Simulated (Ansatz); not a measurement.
# Li on Pd(111): change of the work function, part 3 of 5

Aim: the work function of Pd(111) at several coverages of Li (hcp site), and the dipole that each adsorbate carries.

Ansatz 0.2.0; plane-wave DFT, LDA, Ansatz PAW.

So far, work function, upper face (eV): step 2 (the clean slab) 5.63; step 3 (37 atoms, coverage 0.111 ML, cell 3x3) 4.11.

### 4. The covered slab, k-mesh 6×6×1, coverage 0.25 ML

System of this step: Li/Pd(111). The cell holds 17 atoms: 16 Pd and 1 Li. Cell: a = 5.501 Å, b = 5.501 Å, c = 26.912 Å, α = 90.0°, β = 90.0°, γ = 60.0°. Vacuum lies along c.

Another coverage, to see how the dipoles act on each other as their distance changes.

The input, input.yaml:

```yaml
crystal:
  lattice:
    - [5.5012907577, 0.0, 0.0]
    - [2.7506453788, 4.7642575497, 0.0]
    - [0.0, 0.0, 26.9115317527]
  atoms:
    - { symbol: Pd, position: [0.0, 0.0, 0.3344291244] }
    - { symbol: Pd, position: [0.1666666667, 0.1666666667, 0.4178837775] }
    - { symbol: Pd, position: [0.3333333333, 0.3333333333, 0.4984841747] }
    - { symbol: Pd, position: [0.0, 0.0, 0.5797220388] }
    - { symbol: Pd, position: [0.0, 0.5, 0.3344291244] }
    - { symbol: Pd, position: [0.1666666667, 0.6666666667, 0.4178837775] }
    - { symbol: Pd, position: [0.3333333333, 0.8333333333, 0.4984841747] }
    - { symbol: Pd, position: [0.0, 0.5, 0.5797220388] }
    - { symbol: Pd, position: [0.5, 0.0, 0.3344291244] }
    - { symbol: Pd, position: [0.6666666667, 0.1666666667, 0.4178837775] }
    - { symbol: Pd, position: [0.8333333333, 0.3333333333, 0.4984841747] }
    - { symbol: Pd, position: [0.5, 0.0, 0.5797220388] }
    - { symbol: Pd, position: [0.5, 0.5, 0.3344291244] }
    - { symbol: Pd, position: [0.6666666667, 0.6666666667, 0.4178837775] }
    - { symbol: Pd, position: [0.8333333333, 0.8333333333, 0.4984841747] }
    - { symbol: Pd, position: [0.5, 0.5, 0.5797220388] }
    - { symbol: Li, position: [0.3333333333, 0.3333333333, 0.6655708756] }
kpoints:
  mp_grid: { grid: [6, 6, 1] }
hamiltonian:
  xc: lda
scf:
  occupations: { method: fermi_dirac, width: 0.1 }
  convergence: { dr2_threshold: 1.0e-08 }
efield:
  axis: 3
  dipole_correction: true
  ramp_position: 0.97
  ramp_width: 0.06
relax:
  f_tol: 0.02
  max_steps: 60
  constraints: [{ sites: [0, 1, 4, 5, 8, 9, 12, 13] }]
output:
  bader: true
  dos: { projected: true, e_range: [-8, 4] }
  write_potential: true
  write_density: true
  volumetric_format: npy
  elf: true
```

Started as:

```console
ansatz run input.yaml --threads 4 --pin off --max-ram 12288MiB --backend cpu --events-out ev --progress --plain --runs-dir out
```

Numbers of over 12 decimals in the logs are rounded to 6 here.

The program printed:

```text
[...]
Crystal: 17 atoms, lattice volume = 705.340 Å³
Basis set: ecut = 420 eV, 13775 PW (Γ)
Bands: 175, of which v1, the nominal top of the filled ones, is band 146 counted from 1 (145 counted from 0)
Symmetry: 6 space group operations
[...]
k-points: 7 of 36 (time reversal used)
[...]
SCF iter   1: F=—  HF=-109710.760135 eV  |F-HF|=—  |Δ(HF+E_count)|=         —  Δρ=1.52e-2  dr2=9.68e0  ethr=1.77e-3  p=0.520 e·Å  D=1.34e-1 V/Å  ΔV_dip=-3.59 eV  dr2_dipole=1.55e-1  V_vac-E_F(+/−)=1.45/5.04 eV  ⟨swp⟩=7.0  Hψ=5222  notcnv=0  defer=65
[...]
SCF iter  13: F=-109710.362433 eV  HF=-109710.362433 eV  |F-HF|=3.57e-9  |Δ(HF+E_count)|=   7.60e-9  Δρ=4.41e-7  dr2=4.99e-9  ethr=3.44e-12  p=0.520 e·Å  D=1.33e-1 V/Å  ΔV_dip=-3.59 eV  dr2_dipole=5.94e-11  V_vac-E_F(+/−)=2.06/5.65 eV  ⟨swp⟩=15.4  Hψ=8920  notcnv=0
SCF 1 converged in 13 iterations: F = -109710.362433 eV  dr2 = 4.99e-9
[...]
relax step   1: F+E_penalty+E_count = -109710.36243308 eV  Δ(F+E_penalty+E_count) = +0.000e0 eV  max|allowed force component| = 1.148e0 eV/Å  Δτ_max = 0.0000 Å  (13 SCF iters, accepted)
[...]
SCF iter   1: F=—  HF=-109710.588182 eV  |F-HF|=—  |Δ(HF+E_count)|=         —  Δρ=3.92e-3  dr2=8.47e-1  ethr=2.57e-4  p=0.520 e·Å  D=1.33e-1 V/Å  ΔV_dip=-3.59 eV  dr2_dipole=3.10e-1  V_vac-E_F(+/−)=2.09/5.67 eV  ⟨swp⟩=1.4  Hψ=3948  notcnv=0  defer=77
[...]
eigensolver tolerance schedule calibrated: the retry pair's looser diagonalisation under-reported the residual by θ = 0.12 (0.11/decade); ethr = c·dr2/N_el runs at the constant in force after the calibration composes with the one it found (an armed cap, an earlier calibration), c = 8.6e-2
[...]
SCF iter   2: F=—  HF=-109710.588525 eV  |F-HF|=—  |Δ(HF+E_count)|=   3.42e-4  Δρ=2.00e-3  dr2=9.44e-2  ethr=2.51e-4  p=0.477 e·Å  D=1.22e-1 V/Å  ΔV_dip=-3.29 eV  dr2_dipole=1.64e-2  V_vac-E_F(+/−)=2.36/5.65 eV  ⟨swp⟩=2.3  Hψ=1690  notcnv=0  defer=77
[...]
SCF iter  13: F=-109710.575846 eV  HF=-109710.575846 eV  |F-HF|=3.06e-10  |Δ(HF+E_count)|=  7.57e-10  Δρ=3.32e-7  dr2=1.62e-9  ethr=2.96e-12  p=0.464 e·Å  D=1.19e-1 V/Å  ΔV_dip=-3.20 eV  dr2_dipole=2.60e-11  V_vac-E_F(+/−)=2.45/5.66 eV  ⟨swp⟩=14.0  Hψ=7838  notcnv=0
SCF 2 converged in 13 iterations: F = -109710.575846 eV  dr2 = 1.62e-9
relax step   2: F+E_penalty+E_count = -109710.57584552 eV  Δ(F+E_penalty+E_count) = -2.134e-1 eV  max|allowed force component| = 6.532e-1 eV/Å  Δτ_max = 0.1950 Å  (13 SCF iters, accepted)
SCF iter   1: F=—  HF=-109710.657170 eV  |F-HF|=—  |Δ(HF+E_count)|=         —  Δρ=3.46e-3  dr2=7.08e-1  ethr=2.61e-3  p=0.464 e·Å  D=1.19e-1 V/Å  ΔV_dip=-3.20 eV  dr2_dipole=2.44e-1  V_vac-E_F(+/−)=2.47/5.67 eV  ⟨swp⟩=3.9  Hψ=2480  notcnv=0  defer=62
[...]
SCF iter  13: F=-109710.646005 eV  HF=-109710.646005 eV  |F-HF|=3.78e-10  |Δ(HF+E_count)|=   3.87e-9  Δρ=3.08e-7  dr2=1.59e-9  ethr=3.44e-12  p=0.402 e·Å  D=1.03e-1 V/Å  ΔV_dip=-2.78 eV  dr2_dipole=2.16e-10  V_vac-E_F(+/−)=2.88/5.66 eV  ⟨swp⟩=14.6  Hψ=8144  notcnv=0
SCF 3 converged in 13 iterations: F = -109710.646005 eV  dr2 = 1.59e-9
relax step   3: F+E_penalty+E_count = -109710.64600472 eV  Δ(F+E_penalty+E_count) = -7.016e-2 eV  max|allowed force component| = 7.394e-2 eV/Å  Δτ_max = 0.1964 Å  (13 SCF iters, accepted)
SCF iter   1: F=—  HF=-109710.650233 eV  |F-HF|=—  |Δ(HF+E_count)|=         —  Δρ=1.17e-3  dr2=8.70e-3  ethr=9.52e-5  p=0.402 e·Å  D=1.03e-1 V/Å  ΔV_dip=-2.78 eV  dr2_dipole=3.55e-7  V_vac-E_F(+/−)=2.88/5.66 eV  ⟨swp⟩=2.9  Hψ=2191  notcnv=0  defer=90
[...]
SCF iter  10: F=-109710.648057 eV  HF=-109710.648057 eV  |F-HF|=6.11e-9  |Δ(HF+E_count)|=   1.79e-9  Δρ=7.37e-7  dr2=8.02e-9  ethr=3.44e-12  p=0.400 e·Å  D=1.03e-1 V/Å  ΔV_dip=-2.76 eV  dr2_dipole=4.77e-10  V_vac-E_F(+/−)=2.90/5.66 eV  ⟨swp⟩=13.3  Hψ=8417  notcnv=0
SCF 4 converged in 10 iterations: F = -109710.648057 eV  dr2 = 8.02e-9
relax step   4: F+E_penalty+E_count = -109710.64805684 eV  Δ(F+E_penalty+E_count) = -2.052e-3 eV  max|allowed force component| = 1.222e-2 eV/Å  Δτ_max = 0.0193 Å  (10 SCF iters, accepted)
[...]
SCF converged after 10 iterations
Free energy (F): -109710.648057 eV
[...]
Internal energy: -109709.627893 eV  (E = F + TS)
E sigma→0 (E₀):  -109710.137975 eV
Entropy (-TS):   -1.020164 eV (-60.010 meV/atom)
Fermi energy:    3.827886 eV
Dipole field:    D = 0.102731 V/Å  (p = 0.400441 e·Å, saw-weighted, corrected)
Work function:   Φ+ = 2.8953 eV   Φ− = 5.6599 eV
[...]
--- Forces (eV/Å), atoms counted from 1 ---
  atom   1  Pd     0.00000000    -0.00000000     0.32619745
  atom   2  Pd     0.01759609     0.01015911    -0.35049160
  atom   3  Pd     0.00000000     0.00000000     0.00557579
  atom   4  Pd     0.00000000     0.00000000     0.01222429
  atom   5  Pd     0.00129003    -0.00074480     0.33293411
  atom   6  Pd     0.00000000    -0.02031822    -0.35049160
  atom   7  Pd    -0.00790629     0.00456470    -0.00190620
  atom   8  Pd    -0.00697595     0.00402757     0.00158609
  atom   9  Pd    -0.00000000     0.00148960     0.33293411
  atom  10  Pd    -0.01759609     0.01015911    -0.35049160
  atom  11  Pd     0.00000000    -0.00912940    -0.00190620
  atom  12  Pd     0.00000000    -0.00805513     0.00158609
  atom  13  Pd    -0.00129003    -0.00074480     0.33293411
  atom  14  Pd    -0.00000000     0.00000000    -0.29217973
  atom  15  Pd     0.00790629     0.00456470    -0.00190620
  atom  16  Pd     0.00697595     0.00402757     0.00158609
  atom  17  Li     0.00000000     0.00000000     0.00231208
  max |Σ_I F_I| component: 4.97e-4 eV/Å
--- Band table (eV; the first three rows and the last of 7) ---
  k-point 0: bands = [... 142 lower, 3.9412, 4.0733, 4.0985, 4.0985, 4.1659, 4.1698, 4.1698, 4.9121, ... 25 higher]
  k-point 1: bands = [... 142 lower, 3.8364, 3.8401, 3.9001, 3.9919, 4.0017, 4.0031, 4.3779, 4.4131, ... 25 higher]
  k-point 2: bands = [... 142 lower, 3.5696, 3.7449, 3.7716, 3.7920, 3.7932, 3.8607, 3.9832, 3.9903, ... 25 higher]
  k-point 6: bands = [... 142 lower, 3.5887, 3.5893, 3.5941, 3.6019, 3.6126, 3.6148, 3.6357, 3.6596, ... 25 higher]
--- Relaxed structure (4 steps of the walk, 4 accepted, 0 SCFs on fresh bases) ---
  F+E_penalty+E_count = -109710.64805684 eV   max|allowed force component| = 1.222e-2 eV/Å
  atoms:
[...]
- { symbol: Pd, position: [0.166667, 0.166667, 0.417884] }
    - { symbol: Pd, position: [0.333333, 0.333333, 0.499062] }
    - { symbol: Pd, position: [1.3263669306189732e-17, 1.2913410600752516e-17, 0.581657] }
    - { symbol: Pd, position: [-2.7755575615628914e-17, 0.5, 0.3344291244] }
    - { symbol: Pd, position: [0.166667, 0.666667, 0.417884] }
    - { symbol: Pd, position: [0.331810, 0.834095, 0.498828] }
    - { symbol: Pd, position: [-0.00400867, 0.502004, 0.580247] }
    - { symbol: Pd, position: [0.500000, 1.3061447348317426e-17, 0.3344291244] }
    - { symbol: Pd, position: [0.666667, 0.166667, 0.417884] }
    - { symbol: Pd, position: [0.834095, 0.331810, 0.498828] }
    - { symbol: Pd, position: [0.502004, -0.00400867, 0.580247] }
    - { symbol: Pd, position: [0.500000, 0.500000, 0.3344291244] }
    - { symbol: Pd, position: [0.666667, 0.666667, 0.417884] }
    - { symbol: Pd, position: [0.834095, 0.834095, 0.498828] }
    - { symbol: Pd, position: [0.502004, 0.502004, 0.580247] }
    - { symbol: Li, position: [0.333333, 0.333333, 0.650311] }
--- Bader charges: 17 sites ---
  site symbol  charge [e]  shift [e]
     0     Pd     -0.0349     0.0000
     1     Pd      0.0321     0.0000
     2     Pd      0.0276     0.0001
     3     Pd     -0.1213     0.0000
     4     Pd     -0.0336     0.0000
     5     Pd      0.0321     0.0000
     6     Pd      0.0235     0.0000
     7     Pd     -0.2747     0.0002
     8     Pd     -0.0336     0.0000
     9     Pd      0.0321     0.0000
    10     Pd      0.0235     0.0000
    11     Pd     -0.2746     0.0002
    12     Pd     -0.0336     0.0000
    13     Pd      0.0314     0.0000
    14     Pd      0.0235     0.0000
    15     Pd     -0.2746     0.0002
    16     Li      0.8550     0.0008
  estimated error of the sums over rays = 4.9e-4 e
```

Wall time 2.4 min (4 threads of Arm Neoverse V1, shared host); peak memory 2.8 GiB; 9.4 min of CPU time.

Relaxation path:

```
step  energy less that of the first step (eV)  largest force component (eV/Å)
   1                                   0.0000                          1.1479
   2                                  -0.2134                          0.6532
   3                                  -0.2836                          0.0739
   4                                  -0.2856                          0.0122
```

The run keeps the 6 symmetry operations that it works with, so distortions that break them were not tested.

The atoms that moved most (Å):

```
atom      dx      dy      dz  length
Li17   0.000   0.000  -0.411   0.411
 Pd4   0.000   0.000   0.052   0.052
 Pd8  -0.017   0.010   0.014   0.024
Pd16   0.017   0.010   0.014   0.024
Pd12   0.000  -0.019   0.014   0.024
 Pd3   0.000   0.000   0.016   0.016
 Pd7  -0.006   0.004   0.009   0.012
Pd11   0.000  -0.007   0.009   0.012
```

The relaxed structure:

```xyz
17
Lattice="5.5013 0.0000 0.0000 2.7506 4.7643 0.0000 0.0000 0.0000 26.9115" Properties=species:S:1:pos:R:3
Pd    0.0000    0.0000    9.0000
Pd    1.3753    0.7940   11.2459
Pd    2.7506    1.5881   13.4305
Pd    0.0000    0.0000   15.6533
Pd    1.3753    2.3821    9.0000
Pd    2.7506    3.1762   11.2459
Pd    4.1197    3.9738   13.4242
Pd    1.3588    2.3917   15.6153
Pd    2.7506    0.0000    9.0000
Pd    4.1260    0.7940   11.2459
Pd    5.5013    1.5808   13.4242
Pd    2.7506   -0.0191   15.6153
Pd    4.1260    2.3821    9.0000
Pd    5.5013    3.1762   11.2459
Pd    6.8829    3.9738   13.4242
Pd    4.1425    2.3917   15.6153
Li    2.7506    1.5881   17.5009
```

This step gave:

```yaml
energy_at_zero_smearing: -109710.1380 eV
work_function_upper_face: 2.895 eV
work_function_lower_face: 5.660 eV
dipole_along_the_normal: 0.4004 e·Å
step_between_the_vacuum_levels: -2.765 eV
```

The density of states has structure finer than the step of the table below, so its rows give means over 0.25 eV, whole bins alone (the curve runs from -8 to 1.98 eV). Peaks (eV: height): -3.550: 59.5, -2.740: 52.7, -2.470: 70.3, -1.620: 79.6, -1.470: 48.1, -1.230: 49.2, -0.240: 67.0.

Table of density of states by energy, zero at the Fermi level; means over each step:

```
energy (eV)  density of states (states/eV a cell)
      -7.25                                     0
      -7.00                                0.0750
      -6.75                                 0.942
      -6.50                                 0.979
      -6.25                                  1.10
      -6.00                                  1.17
      -5.75                                  1.96
      -5.50                                  2.94
      -5.25                                  9.19
      -5.00                                  21.4
      -4.75                                  28.7
      -4.50                                  30.1
      -4.25                                  23.0
      -4.00                                  26.4
      -3.75                                  24.1
      -3.50                                  25.1
      -3.25                                  21.8
      -3.00                                  23.6
      -2.75                                  45.6
      -2.50                                  45.4
      -2.25                                  33.1
      -2.00                                  30.1
      -1.75                                  29.9
      -1.50                                  32.4
      -1.25                                  29.6
      -1.00                                  35.3
      -0.75                                  35.8
      -0.50                                  24.9
      -0.25                                  46.2
       0.00                                  35.4
       0.25                                  8.69
       0.50                                  7.92
       0.75                                  2.57
       1.00                                  2.65
       1.25                                  6.85
       1.50                                  4.51
       1.75                                  3.92
```

Projected DOS per atom over height of the atomic layer and energy from the Fermi level. Layers: Pd4 Pd4 Pd4 Pd4 Li from below.

Values in states/eV, 22 rows by 5 columns, each cell a mean:
```
0.04 0.03 0.03 0.04 0.24
0.10 0.08 0.08 0.10 0.32
0.04 0.05 0.06 0.06 0.09
0.33 0.28 0.27 0.24 0.27
2.06 2.41 2.32 1.68 0.22
2.08 1.65 1.62 1.90 0.18
2.77 1.55 1.69 2.35 0.22
1.98 1.47 1.54 1.94 0.19
2.25 1.38 1.26 2.08 0.21
2.51 1.70 1.60 2.68 0.18
2.21 2.56 2.59 2.61 0.13
1.27 1.40 1.39 1.29 0.08
1.59 1.68 1.43 1.53 0.03
1.42 1.57 1.35 1.47 0.06
0.79 2.37 2.66 1.22 0.18
0.30 1.48 1.74 0.52 0.20
0.03 0.11 0.12 0.05 0.14
0.01 0.02 0.02 0.01 0.05
0.00 0.00 0.00 0.01 0.05
0.00 0.00 0.00 0.00 0.03
0.00 0.00 0.00 0.00 0.00
0.00 0.00 0.00 0.00 0.00
```
Columns: height of the atomic layer (Å) from 9 to 17.5 (not evenly spaced); rows upwards: energy from the Fermi level (eV) from -7.96 to 1.95.

Electrostatic potential energy in the ca plane at fractional y = 0.332, with atoms of Pd and Li within 0.2 Å of it. With pseudopotentials it is smooth inside the atoms' cores, unlike the true potential.

Values in eV, 8 rows by 16 columns, each cell a mean:
```
  2   6   3   4 -24 -21   4   4   8   8   8   8   8   8   8   8
  5   7   5   4 -29 -26   5   6   8   8   8   8   8   8   8   8
 -7   4  -7   0  -6  -5   1  -4   7   8   7   7   7   8   8   8
-14   2 -12  -2   2   3  -2  -9   5   5   6   7   7   8   8   8
  2   6   3   4 -23 -21   4   4  -5  -9   5   7   7   8   8   8
  5   7   5   4 -28 -26   5   6 -10 -15   4   7   7   8   8   8
 -7   4  -7   0  -6  -5   1  -3   3   2   6   7   7   8   8   8
-14   2 -12  -2   2   3  -2  -9   7   7   7   7   7   8   8   8
```
Columns run along c (16.0 Å, from fractional 0.32 to 0.91 of the cell; values clipped at the 3rd and 97th percentile), rows up along a (5.5 Å). Atoms in or near the plane, at fractional coordinates: Pd at (0.50, 0.33), Pd at (0.50, 0.83), Li at (0.65, 0.33).

Valence density in the ca plane at fractional y = 0.332, with atoms of Pd and Li within 0.2 Å of it. It is the smooth field of the valence electrons, not physical close to the nuclei.

Ten steps, logarithmic in the rise over the least value, from '0' (0 e/Å³) to '9' (13 e/Å³), each cell a mean:
```
33321223322467752233321000000000000000000000
22211122222589973222211000000000000000000000
22211112223699973222211000000000000000000000
22221122222578863222221000000000000000000000
34322234432355532234321000000000000000000000
55432345532223222345532100000000000000000000
55432345532223222345532100000000000000000000
34322234322346532234321110000000000000000000
22221122222589863222221255100000000000000000
22211112223699973222211488300000000000000000
22211122222589973222221376200000000000000000
33321233322467752223321122000000000000000000
45432245432234322244432100000000000000000000
55532356532222222345532100000000000000000000
45432245432234322245431100000000000000000000
```
Columns run along c (16.0 Å, from fractional 0.32 to 0.91 of the cell), rows up along a (5.5 Å). Atoms in or near the plane, at fractional coordinates: Pd at (0.50, 0.33), Pd at (0.50, 0.83), Li at (0.65, 0.33).

ELF in the ca plane at fractional y = 0.332, with atoms of Pd and Li within 0.2 Å of it. It is the smooth field of the valence electrons, not physical close to the nuclei.

Values in units of 1e-1, 8 rows by 16 columns, each cell a mean:
```
2.2 1.7 2.0 2.1 4.2 4.1 2.1 2.2 1.8 1.1 0.3 0.1 0.0 0.0 0.0 0.0
2.1 1.6 1.9 2.1 4.3 4.3 2.1 2.1 1.7 0.9 0.3 0.1 0.0 0.0 0.0 0.0
3.0 2.0 2.9 2.4 2.9 2.7 2.3 2.8 2.2 1.6 0.5 0.1 0.0 0.0 0.0 0.0
3.6 2.2 3.4 2.6 2.2 2.1 2.6 3.3 2.5 0.9 0.4 0.1 0.0 0.0 0.0 0.0
2.2 1.7 2.0 2.1 4.2 4.1 2.1 2.5 2.4 3.7 0.1 0.0 0.0 0.0 0.0 0.0
2.1 1.6 1.9 2.1 4.3 4.3 2.1 2.5 3.4 6.3 0.1 0.0 0.0 0.0 0.0 0.0
3.0 2.0 2.9 2.4 2.9 2.8 2.3 2.9 1.9 0.4 0.2 0.1 0.0 0.0 0.0 0.0
3.6 2.2 3.4 2.6 2.2 2.1 2.6 3.3 2.5 1.8 0.5 0.1 0.0 0.0 0.0 0.0
```
Columns run along c (16.0 Å, from fractional 0.32 to 0.91 of the cell), rows up along a (5.5 Å). Atoms in or near the plane, at fractional coordinates: Pd at (0.50, 0.33), Pd at (0.50, 0.83), Li at (0.65, 0.33).

The relaxation took 4 steps and lowered the energy by 0.29 eV; the largest force on the free atoms ends at 0.012 eV/Å.

By hand: a sheet of dipoles makes a step −p/(ε₀A) in the electron's potential. With e/ε₀ = 180.95 V·Å, p = 0.4004 e·Å and A = 26.21 Å², that is −180.95 × (0.4004) / 26.21 = -2.765 eV, and the two vacuum levels of the run differ by -2.765 eV.

The covered face has 2.90 eV, -2.73 eV against the clean one; the bare back face has moved by +0.01 eV, a measure of how thin the slab is.

[end of part 3 of 5]

[Logs are printed without paths, hosts, clocks, repeated set-up lines and the standing remarks that a program may print on its own settings, such as how far it seeks lower states.]

[Hosts, paths, dates, database ids (printed as entryN), source tags and the programs' standing remarks are cut or masked in the printed files.]

[Maps of the electrostatic potential energy from Ansatz leave out the sawtooth potential of an applied field or a dipole correction, so their vacuum need not be flat; planar profiles and work functions include it.]

[The density of states shown here was stored with 400 of the rows of the run's finer table, so its peaks can read low, often by over a quarter, or be missed, and its means over a window can be off by a tenth or more.]
